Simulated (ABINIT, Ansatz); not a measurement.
## InH3 (Pm-3m): zone-centre phonons

Which modes does InH3 (Pm-3m) have at the zone centre?

Calculated with ABINIT 10.8.3; DFT LDA, scalar-relativistic, plane waves, HGH norm-conserving pseudopotentials.

Most raw output is cut from this account.

The structure was built from a prototype and need not be the compound's stable phase.

### Step 1. Set-up

The structure is cubic, space group Pm-3m (No. 221). Conventional cell: a = 3.789 Å, b = 3.789 Å, c = 3.789 Å, α = 90.00°, β = 90.00°, γ = 90.00°. In has 6 H at 1.89 Å nearest. Nearest to H lie 2 In at 1.89 Å. Farther neighbours are not listed.

### Step 2. Relaxation

The harmonic expansion needs vanishing forces, and a free crystal bears no stress, so cell and atoms are brought to rest. Stress is more sensitive to the basis than forces are: the last 3 Ha under the cutoff are smoothed with ecutsm, and the cutoff is raised above that of the later runs.

The starting cell comes from a relaxation made beforehand in Ansatz (LDA, PseudoDojo NC).

relax.abi reads:

```
# relaxation
ionmov 2
optcell 2
dilatmx 1.08
ntime 40
tolmxf 1.0d-05
tolvrs 1.0d-14
prtwf 0
prtden 0
chksymtnons 0

# basis, mesh and filling
ecut 43.0
ecutsm 3.0
ixc 7
ngkpt 8 8 8
nshiftk 1
shiftk 0.0 0.0 0.0
istwfk *1
occopt 3
tsmear 0.01
nband 8
nstep 100
diemac 1000000.0
prtebands 0
prtgsr 0

# cell and atoms
acell 3*1.0 Angstrom
rprim 
    3.788574981 0.0 0.0
    0.0 3.788574981 0.0
    0.0 0.0 3.788574981
ntypat 2
znucl 49 1
natom 4
typat 1 2 2 2
xred 
    0.0 0.0 0.0
    0.5 0.0 0.0
    0.0 0.5 0.0
    0.0 0.0 0.5
pp_dirpath "./pseudo"
pseudos "In.hgh, H.hgh"
```

The run is started by

```sh
$ OMP_NUM_THREADS=1 mpirun -n 2 abinit relax.abi > relax.log
```

Wall time 2.3 min (2 MPI ranks of Arm Neoverse N1, shared host).

Step by step:

```tsv
step	energy less that of the first step (eV)	largest force (eV/Å)	volume (Å³)
1	0.0000	0.0000	54.38
2	-0.0067	0.0000	53.94
3	-0.0276	0.0000	50.96
4	-0.0277	0.0000	51.16
5	-0.0277	0.0000	51.15
```

```tsv
conventional cell, symmetrised	before	after	change
a (Å)	3.789	3.712	-2.0 %
b (Å)	3.789	3.712	-2.0 %
c (Å)	3.789	3.712	-2.0 %
volume (Å³/atom)	13.59	12.79	-5.9 %
```

The relaxed structure:

```cif
data_structure
_symmetry_space_group_name_H-M 'P 1'
_symmetry_Int_Tables_number 1
_cell_length_a 3.7120
_cell_length_b 3.7120
_cell_length_c 3.7120
_cell_angle_alpha 90.000
_cell_angle_beta 90.000
_cell_angle_gamma 90.000
_cell_volume 51.15
loop_
_atom_site_label
_atom_site_type_symbol
_atom_site_fract_x
_atom_site_fract_y
_atom_site_fract_z
_atom_site_occupancy
In1 In 0.00000 0.00000 0.00000 1
H2 H 0.50000 0.00000 0.00000 1
H3 H 0.00000 0.50000 0.00000 1
H4 H 0.00000 0.00000 0.50000 1
```

This step gave:

```yaml
volume_per_atom: 12.79 Å³
pressure: -3.67e-5 GPa
gap_on_the_k_mesh: 0 eV
```

The volume changes by -5.9 % from the cell with which this run began.

### Step 3. Self-consistent run for the response

The response is built on these wavefunctions, so the potential is converged far more tightly than an energy would need. Occupations are smeared.

gs.abi reads:

```
# ground state
tolvrs 1.0d-16
prtden 1
prtwf 1

# basis, mesh and filling
ecut 35.0
ixc 7
ngkpt 8 8 8
nshiftk 1
shiftk 0.0 0.0 0.0
istwfk *1
occopt 3
tsmear 0.01
nband 8
nstep 100
diemac 1000000.0
prtebands 0
prtgsr 0

# cell and atoms
acell 3*1.0 Angstrom
rprim 
    3.711976313 0.0 0.0
    0.0 3.711976313 0.0
    0.0 0.0 3.711976313
ntypat 2
znucl 49 1
natom 4
typat 1 2 2 2
xred 
    0.0 0.0 0.0
    0.5 0.0 0.0
    0.0 0.5 0.0
    0.0 0.0 0.5
pp_dirpath "./pseudo"
pseudos "In.hgh, H.hgh"
```

The run is started by

```sh
$ OMP_NUM_THREADS=1 mpirun -n 2 abinit gs.abi > gs.log
```

Wall time 23 s (2 MPI ranks).

Numbers from this step:

```
pressure : -0.5789 GPa
```

The cell stands at -0.58 GPa: the relaxation ran with a smoothed and higher cutoff, and the difference is a stress of the finite basis.

### Step 4. Zone-centre response

At q = 0 one unit cell holds all displacements. The response is solved for single atoms along the cell's directions, and symmetry skips those that follow from others. The crystal is treated as a metal, which screens a static field, so no field response is asked.

dfpt_gamma.abi reads:

```

# common to the responses
getwfk_filepath "gso_WFK"
kptopt 2
nqpt 1
qpt 0.0 0.0 0.0
asr 0
chneut 0

# displacements
rfphon 1
rfatpol 1 4
rfdir 1 1 1
tolvrs 1.0d-10
prtwf 0

# basis, mesh and filling
ecut 35.0
ixc 7
ngkpt 8 8 8
nshiftk 1
shiftk 0.0 0.0 0.0
istwfk *1
occopt 3
tsmear 0.01
nband 8
nstep 100
diemac 1000000.0
prtebands 0
prtgsr 0

# cell and atoms
acell 3*1.0 Angstrom
rprim 
    3.711976313 0.0 0.0
    0.0 3.711976313 0.0
    0.0 0.0 3.711976313
ntypat 2
znucl 49 1
natom 4
typat 1 2 2 2
xred 
    0.0 0.0 0.0
    0.5 0.0 0.0
    0.0 0.5 0.0
    0.0 0.0 0.5
pp_dirpath "./pseudo"
pseudos "In.hgh, H.hgh"
```

The run is started by

```sh
$ OMP_NUM_THREADS=1 mpirun -n 2 abinit dfpt_gamma.abi > dfpt_gamma.log
```

The job ended after 2.4 min (2 MPI ranks; 4.8 min of CPU time).

This step gave:

| Item | Value |
| --- | --- |
| largest acoustic frequency at the zone centre before the sum rule | -0.74 cm⁻¹ |
| highest optical zone-centre mode (no LO-TO term) | 1525 cm⁻¹ |
| lowest optical zone-centre mode | 257.7 cm⁻¹ |

The acoustic modes at Γ come out as far as 0.7 cm⁻¹ from zero, where they should vanish, a small numerical error.

### Step 5. Modes with the sum rule

anaddb reads the merged derivatives and imposes the acoustic sum rule.

anaddb.abi reads:

```
ddb_filepath "gamma_DDB"
output_file "anaddb.abo"
outdata_prefix "anaddb"
asr 1
chneut 1
enunit 2
eivec 1
nph1l 1
qph1l 0.0 0.0 0.0 1.0
```

mrgddb.in reads:

```
gamma_DDB
merged
2
dfpt_gammao_DDB
gso_DDB
```

The run is started by

```sh
$ mrgddb < mrgddb.in > mrgddb.log
$ OMP_NUM_THREADS=1 anaddb anaddb.abi > anaddb.log
```

Wall time 0.55 s (1 thread).

Numbers from this step:

| Item | Value |
| --- | --- |
| lowest optical zone-centre mode | 257.8 cm⁻¹ |

No LO-TO term; unit eigenvectors of the mass-weighted matrix, from anaddb's displacements. Modes at Γ, with each element's share of the kinetic energy:

```tsv
mode	frequency (cm⁻¹)	symmetry	In %	H %
1	0.0	acoustic	97	3
2	0.0	acoustic	97	3
3	0.0	acoustic	97	3
4	257.7	T1u	2	98
5	257.7	T1u	2	98
6	257.7	T1u	2	98
7	415.4	T2u	0	100
8	415.4	T2u	0	100
9	415.4	T2u	0	100
10	1524.5	T1u	0	100
11	1524.5	T1u	0	100
12	1524.5	T1u	0	100
```

Displacements in mode 4 (257.7 cm⁻¹), the largest set to 1:
```
In1  0.00  0.00  0.02
H2   0.00  0.00 -1.00
H3   0.00  0.00 -1.00
H4   0.00  0.00 -0.37
```

Displacements in mode 10 (1524.5 cm⁻¹), the largest set to 1:
```
In1  0.00  0.00  0.01
H2   0.00  0.00  0.19
H3   0.00  0.00  0.19
H4   0.00  0.00 -1.00
```

The rule moves no optical mode by more than 0.1 cm⁻¹.

### Step 6. The same in Ansatz

The same cell goes through another code, with its own cutoff. The potentials differ.

This step: DFT LDA, scalar-relativistic, plane waves, PseudoDojo norm-conserving pseudopotentials (Ansatz 0.2.0).

input.yaml reads:

```yaml
crystal:
  lattice:
    - [3.7119763128, 0.0, 0.0]
    - [0.0, 3.7119763128, 0.0]
    - [0.0, 0.0, 3.7119763128]
  atoms:
    - { symbol: In, position: [0.0, 0.0, 0.0] }
    - { symbol: H, position: [0.5, 0.0, 0.0] }
    - { symbol: H, position: [0.0, 0.5, 0.0] }
    - { symbol: H, position: [0.0, 0.0, 0.5] }
kpoints:
  mp_grid: { grid: [8, 8, 8] }
hamiltonian:
  xc: lda
  pseudopotentials: { kind: nc, accuracy: standard }
scf:
  occupations: { method: fermi_dirac, width: 0.27211 }
output:
  eigenvalues: true
phonons:
  method: dfpt
```

The run is started by

```sh
$ ansatz run input.yaml --threads 2 --pin off --max-ram 4096MiB --backend cpu --events-out ev --progress --plain --runs-dir out
```

Elapsed: 69 s, on 2 threads; peak memory 0.86 GiB; 2.3 min of CPU time.

This step gave:

* sum-rule residual before enforcement: 4.95e-5 eV/Å²
* highest optical zone-centre mode (no LO-TO term): 1713 cm⁻¹
* lowest optical zone-centre mode: 285.4 cm⁻¹

### Step 7. The two compared: ABINIT HGH and Ansatz, PseudoDojo

Numbers from this step:

| Quantity | Value |
| --- | --- |
| root-mean-square difference | 114.9 cm⁻¹ |
| largest difference | 188.9 cm⁻¹ |

Optical modes, paired by symmetry label. Frequencies side by side, by row:

```tsv
q (reciprocal lattice)	mode	ABINIT HGH (cm⁻¹)	Ansatz, PseudoDojo (cm⁻¹)
0 0 0	4	257.7	285.4
0 0 0	5	257.7	285.4
0 0 0	6	257.7	285.4
0 0 0	7	415.4	359.4
0 0 0	8	415.4	359.4
0 0 0	9	415.4	359.4
0 0 0	10	1524	1713
0 0 0	11	1524	1713
0 0 0	12	1524	1713
```

At the zone centre the largest difference (acoustic modes at Γ apart) is 12 % of the highest mode.

### Step 8. What came out

```yaml
space_group_after_relaxation: Pm-3m
volume_per_atom: 12.8 Å³
highest_optical_zone_centre_mode_no_lo_to_term: 1525 cm⁻¹
lowest_optical_zone_centre_mode: 257.8 cm⁻¹
imaginary_optical_modes_at_the_zone_centre_no_q_mesh_in_this_session: none
largest_difference_from_ansatz_pseudodojo: 188.9 cm⁻¹
```

In words: At the LDA level the optical modes of InH3 (Pm-3m) at the zone centre run from 258 to 1525 cm⁻¹. On other potentials, and in a cell that was not relaxed for them, the second run differs strongly on some modes. The base run prints -0.58 GPa, mostly the error of a finite basis; the relaxation, with a smoothed and higher cutoff, had brought the cell to rest. ABINIT HGH and Ansatz, PseudoDojo differ by 114.9 cm⁻¹ in the root mean square and by 188.9 cm⁻¹ at most, 12.4 % of the highest mode compared (acoustic modes at Γ left out); the two use different potentials, and the cell was not relaxed for the second set. These are harmonic frequencies: anharmonic shifts and widths and the lattice's thermal expansion are left out. The Fermi-Dirac smearing of 0.01 Ha is an electronic temperature of 3158 K, which adds a pressure of its own and can shift the volume and soft modes. The HGH files keep few electrons and have no core correction, which is cheap but rough for In. In a metal the frequencies hang on the k mesh and the smearing, most of all near Kohn anomalies. The structure is a hypothetical one, built on a prototype.

[Host names and launcher messages were left out of these logs when they were recorded.]

[Logs are printed without paths, hosts, clocks, repeated set-up lines and the standing remarks that a program may print on its own settings, such as how far it seeks lower states.]

[Hosts, paths, dates, database ids (printed as entryN), source tags and the programs' standing remarks are cut or masked in the printed files.]
